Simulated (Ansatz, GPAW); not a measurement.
# A 7-layer slab of Al(110): simulated STM images, part 2 of 3

Wanted: filled- and empty-state images of a 7-layer slab of Al(110), with its work function.

GPAW 26.7.0 and Ansatz 0.2.0; Ansatz plane waves; slab in vacuum with a dipole correction, relaxation (the session's first sound run).

So far, upper work function (eV): step 2 (relaxing the atoms) 4.02.

## 3. Plane waves, PBE

With the geometry fixed, the planar mean of the potential gives the vacuum level on each side.

This step: GPAW, PAW setups; slab in vacuum (GPAW 26.7.0).

Contents of run.py:

```python
import json
import numpy as np
from ase import Atoms
from ase.dft.stm import STM
from gpaw import GPAW, PW

slab = Atoms(
    ['Al', 'Al', 'Al', 'Al', 'Al', 'Al', 'Al'],
    positions=[
        [0.00000, 0.00000, 8.00000],
        [2.02500, 1.43189, 9.43189],
        [0.00000, 0.00000, 10.86378],
        [2.02500, 1.43189, 12.31043],
        [0.00000, 0.00000, 13.72182],
        [2.02500, 1.43189, 15.21975],
        [0.00000, 0.00000, 16.53477]],
    cell=[[4.05, 0.0, 0.0], [0.0, 2.86378, 0.0], [0.0, 0.0, 24.59135]],
    pbc=[True, True, False])

slab.calc = GPAW(mode=PW(400), xc='PBE', kpts={'size': (8, 11, 1), 'gamma': True},
                 occupations={'name': 'fermi-dirac', 'width': 0.1}, nbands='200%',
                 convergence={'density': 1e-05}, maxiter=200,
                 poissonsolver={'dipolelayer': 'xy'},
                 symmetry={'tolerance': 1e-3}, txt='slab.txt')
result = {}
energy = slab.get_potential_energy()
fermi = slab.calc.get_fermi_level()
v = slab.calc.get_electrostatic_potential().mean((0, 1)) - fermi
n = slab.calc.get_pseudo_density().mean((0, 1))
L = slab.cell[2, 2]
z = np.arange(len(v)) * L / len(v)
low, high = slab.positions[:, 2].min(), slab.positions[:, 2].max()
below, above = np.interp([low - 5.8, high + 5.8], z, v)
slopes = [np.interp(x, z, np.gradient(v, z)) for x in (low - 5.8, high + 5.8)]
eps = np.array([[slab.calc.get_eigenvalues(k, s) for k in range(len(slab.calc.get_ibz_k_points()))]
                for s in range(slab.calc.get_number_of_spins())]) - fermi
top, bottom = eps[eps < 0].max(), eps[eps > 0].min()
dipole = slab.get_dipole_moment()[2]
print(f'energy {energy:.4f} eV, Fermi level {fermi:.4f} eV, dipole {dipole:.5f} e A')
print(f'potential 5.8 A off the faces, from the Fermi level: lower {below:.4f} eV, upper {above:.4f} eV')
print(f'slope of the potential there: lower {slopes[0]:.5f}, upper {slopes[1]:.5f} eV/A')
print(f'nearest levels on the mesh: {top:.4f} and {bottom:.4f} eV')
print('magnetic moment', round(slab.get_magnetic_moment(), 3))
result.update(energy=energy, fermi=fermi, dipole=dipole, below=below, above=above, slopes=slopes, edges=[top, bottom],
              z=z.tolist(), v=v.tolist(), n=n.tolist(), positions=slab.positions.tolist(),
              forces=slab.get_forces(apply_constraint=False).tolist(), moments=slab.get_magnetic_moments().tolist())

# Images need the states of the whole zone, up to time reversal
slab.calc = slab.calc.fixed_density(symmetry={'point_group': False}, txt='states.txt',
                                    convergence={'bands': 'CBM+0.8'})
stm = STM(slab)
result['stm'] = []
for bias in [-0.5, 0.5]:
    height = high + 3.0
    current = stm.get_averaged_current(bias, height)
    x, y, h = stm.scan(bias, current)
    i, f = divmod(height / L * stm.ldos.shape[2], 1)
    I = abs((1 - f) * stm.ldos[:, :, int(i)] + f * stm.ldos[:, :, int(i) + 1])
    print(f'bias {bias} V: mean current at 3.0 A {current:.4e}, corrugation {np.ptp(h):.4f} A')
    result['stm'].append(dict(bias=bias, current=current, h=(h - high).tolist(), I=I.tolist()))
json.dump(result, open('result.json', 'w'))
```

On the command line:

```
OMP_NUM_THREADS=1 OPENBLAS_NUM_THREADS=1 python run.py
```

What it wrote:

```text
energy -24.7312 eV, Fermi level 0.5620 eV, dipole 0.00112 e A
potential 5.8 A off the faces, from the Fermi level: lower 4.0442 eV, upper 4.0261 eV
slope of the potential there: lower -0.00008, upper 0.00006 eV/A
nearest levels on the mesh: -0.0273 and 0.0127 eV
magnetic moment 0.0
bias -0.5 V: mean current at 3.0 A 7.9741e-05, corrugation 0.6437 A
bias 0.5 V: mean current at 3.0 A 1.5341e-04, corrugation 0.6191 A
```

The job ended after 64 s (1 thread of Intel Xeon 6975P-C (Granite Rapids), shared host; peak memory 0.43 GiB).

This step gave:

- dipole along the normal: 0.001115 e·Å
- levels nearest the Fermi level on the mesh: -0.02733, 0.01271 eV from the Fermi level
- upper work function: 4.026 eV
- lower work function: 4.044 eV
- corrugation -0.5: 0.6437 Å
- corrugation 0.5: 0.6191 Å

The electrostatic potential energy of an electron (without an applied field's), less the Fermi level, planar mean oscillates, so the rows of the table below give means over windows of 1.43 Å about each position, cut where the curve ends. Its maxima inside the range that stand out by 2 % of the span (Å: eV): 8.7: -5.02, 10.1: -5.05, 11.6: -4.87, 13.0: -5.20, 14.4: -4.44, 15.9: -6.19. Its minima: 8.0: -8.89, 9.4: -9.38, 10.9: -9.38, 12.3: -9.39, 13.7: -9.34, 15.3: -9.50, 16.5: -9.19.

The electrostatic potential energy of an electron (without an applied field's), less the Fermi level, planar mean by z; means over each step:

| z (Å) | electrostatic potential energy of an electron (without an applied field's), less the Fermi level, planar mean (eV) |
| --- | --- |
| 0.71 | 4.04 |
| 2.15 | 4.04 |
| 3.58 | 4.04 |
| 5.01 | 4.01 |
| 6.44 | 2.96 |
| 7.87 | -5.63 |
| 9.30 | -7.10 |
| 10.73 | -7.09 |
| 12.16 | -7.08 |
| 13.59 | -7.08 |
| 15.02 | -7.06 |
| 16.45 | -6.78 |
| 17.88 | 2.22 |
| 19.31 | 3.97 |
| 20.74 | 4.02 |
| 22.17 | 4.03 |
| 23.60 | 4.03 |

The pseudo valence density, planar mean oscillates, so the rows of the table below give means over windows of 1 Å about each position, cut where the curve ends. Its maxima inside the range that stand out by 2 % of the span (Å: e/Å³): 7.6: 0.124, 8.8: 0.199, 10.0: 0.201, 11.7: 0.201, 12.9: 0.204, 14.5: 0.197, 15.8: 0.210, 16.8: 0.128. Its minima: 8.0: 0.116, 9.4: 0.149, 10.9: 0.147, 12.3: 0.148, 13.7: 0.144, 15.2: 0.154, 16.6: 0.122.

Table of pseudo valence density, planar mean by z; means over each step:

| z (Å) | pseudo valence density, planar mean (e/Å³) |
| --- | --- |
| 3 | 6.0e-6 |
| 4 | 7.5e-5 |
| 5 | 9.2e-4 |
| 6 | 0.0103 |
| 7 | 0.0690 |
| 8 | 0.137 |
| 9 | 0.181 |
| 10 | 0.187 |
| 11 | 0.173 |
| 12 | 0.177 |
| 13 | 0.191 |
| 14 | 0.172 |
| 15 | 0.177 |
| 16 | 0.186 |
| 17 | 0.113 |
| 18 | 0.0322 |
| 19 | 0.00343 |
| 20 | 2.9e-4 |
| 21 | 2.3e-5 |
| 22 | 1.9e-6 |

Tip height over the top atom over a1 and a2. Sample bias -0.5 V, constant current at the mean current 3.0 Å over the top atom.

Ten even steps from '_' (2.58 Å) to '@' (3.23 Å):
```
@@@@@@%%%%##**++----::----++**##%%%%@@@@
@@@@@@%%####++==--::::::--==++####%%@@@@
@@@@%%%%##**++==--::..::--==++**##%%%%@@
%%%%%%####**==--::......::--==**####%%%%
%%%%####**++==--....__....--==++**####%%
%%######**++==::..______..::==++**######
######****++--::..______..::--++****####
%%######**++==::..______..::==++**######
%%%%####**++==--....__....--==++**####%%
%%%%%%####**==--::......::--==**####%%%%
@@@@%%%%##**++==--::..::--==++**##%%%%@@
@@@@@@%%####++==--::::::--==++####%%@@@@
@@@@@@%%%%##**++----::----++**##%%%%@@@@
@@@@@@%%%%##**++==--::--==++**##%%%%@@@@
```
Columns: a1 from 0 to 0.95; rows upwards: a2 from 0 to 0.929.

Local density of states summed over the bias window over a1 and a2. Sample bias -0.5 V, constant height 3.0 Å over the top atom.

Ten even steps from '0' (0.35 × 1e-4 arbitrary) to '9' (1.41 × 1e-4 arbitrary):
```
99876532111112356789
99876432111112346789
88765432100012345678
77654321100011234567
66654321000001234566
66543221000001223456
65543211000001123455
66543221000001223456
66654321000001234566
77654321100011234567
88765432100012345678
99876432111112346789
99876532111112356789
99976542211122456799
```
Columns: a1 from 0 to 0.95; rows upwards: a2 from 0 to 0.929.

Tip height over the top atom over a1 and a2. Sample bias 0.5 V, constant current at the mean current 3.0 Å over the top atom.

Ten even steps from '0' (2.59 Å) to '9' (3.21 Å):
```
99988764322234678899
99987754322234577899
99887654321234567889
88887653211123567888
88876543110113456788
88876542100012456788
88776542100012456778
88876542100012456788
88876543110113456788
88887653211123567888
99887654321234567889
99987754322234577899
99988764322234678899
99988765332335678899
```
Columns: a1 from 0 to 0.95; rows upwards: a2 from 0 to 0.929.

Local density of states summed over the bias window over a1 and a2. Sample bias 0.5 V, constant height 3.0 Å over the top atom.

Values in units of 1e-4 arbitrary, 14 rows by 16 columns, each cell a mean:
```
2.4 2.3 2.2 1.9 1.6 1.4 1.2 1.1 1.0 1.1 1.2 1.4 1.7 2.0 2.2 2.3
2.3 2.3 2.1 1.9 1.6 1.3 1.2 1.0 1.0 1.1 1.2 1.4 1.7 1.9 2.1 2.3
2.2 2.2 2.0 1.8 1.5 1.3 1.1 1.0 1.0 1.0 1.1 1.3 1.6 1.8 2.0 2.2
2.1 2.0 1.9 1.7 1.4 1.2 1.1 1.0 0.9 1.0 1.1 1.3 1.5 1.7 1.9 2.1
2.0 1.9 1.8 1.6 1.4 1.2 1.0 0.9 0.9 0.9 1.0 1.2 1.4 1.7 1.8 2.0
1.9 1.9 1.7 1.6 1.3 1.1 1.0 0.9 0.9 0.9 1.0 1.2 1.4 1.6 1.8 1.9
1.9 1.8 1.7 1.5 1.3 1.1 1.0 0.9 0.9 0.9 1.0 1.2 1.4 1.6 1.7 1.9
1.9 1.9 1.7 1.6 1.3 1.1 1.0 0.9 0.9 0.9 1.0 1.2 1.4 1.6 1.8 1.9
2.0 1.9 1.8 1.6 1.4 1.2 1.0 0.9 0.9 0.9 1.0 1.2 1.4 1.7 1.8 2.0
2.1 2.0 1.9 1.7 1.4 1.2 1.1 1.0 0.9 1.0 1.1 1.3 1.5 1.7 1.9 2.1
2.2 2.2 2.0 1.8 1.5 1.3 1.1 1.0 1.0 1.0 1.1 1.3 1.6 1.8 2.0 2.2
2.3 2.3 2.1 1.9 1.6 1.3 1.2 1.0 1.0 1.1 1.2 1.4 1.7 1.9 2.1 2.3
2.4 2.3 2.2 1.9 1.6 1.4 1.2 1.1 1.0 1.1 1.2 1.4 1.7 2.0 2.2 2.3
2.4 2.4 2.2 1.9 1.6 1.4 1.2 1.1 1.0 1.1 1.2 1.4 1.7 2.0 2.2 2.4
```
Columns: a1 from 0 to 0.95; rows upwards: a2 from 0 to 0.929.

Force by atom:

| atom | x (eV/Å) | y (eV/Å) | z (eV/Å) | size |
| --- | --- | --- | --- | --- |
| Al1 | 0.000 | 0.000 | 0.188 | 0.188 |
| Al2 | 0.000 | 0.000 | -0.190 | 0.190 |
| Al3 | 0.000 | 0.000 | -0.005 | 0.005 |
| Al4 | 0.000 | 0.000 | 0.001 | 0.001 |
| Al5 | 0.000 | 0.000 | 0.010 | 0.010 |
| Al6 | 0.000 | 0.000 | -0.006 | 0.006 |
| Al7 | 0.000 | 0.000 | 0.002 | 0.002 |

The potential is flat to 7.8e-5 eV/Å where it is read, so the vacuum is wide enough. The geometry is the other program's minimum; here the largest force on a free atom is 0.0099 eV/Å.

(Part 2 of 3 ends here.)

[Logs are printed without paths, hosts, clocks, repeated set-up lines and the standing remarks that a program may print on its own settings, such as how far it seeks lower states.]

[Hosts, paths, dates, database ids (printed as entryN), source tags and the programs' standing remarks are cut or masked in the printed files.]
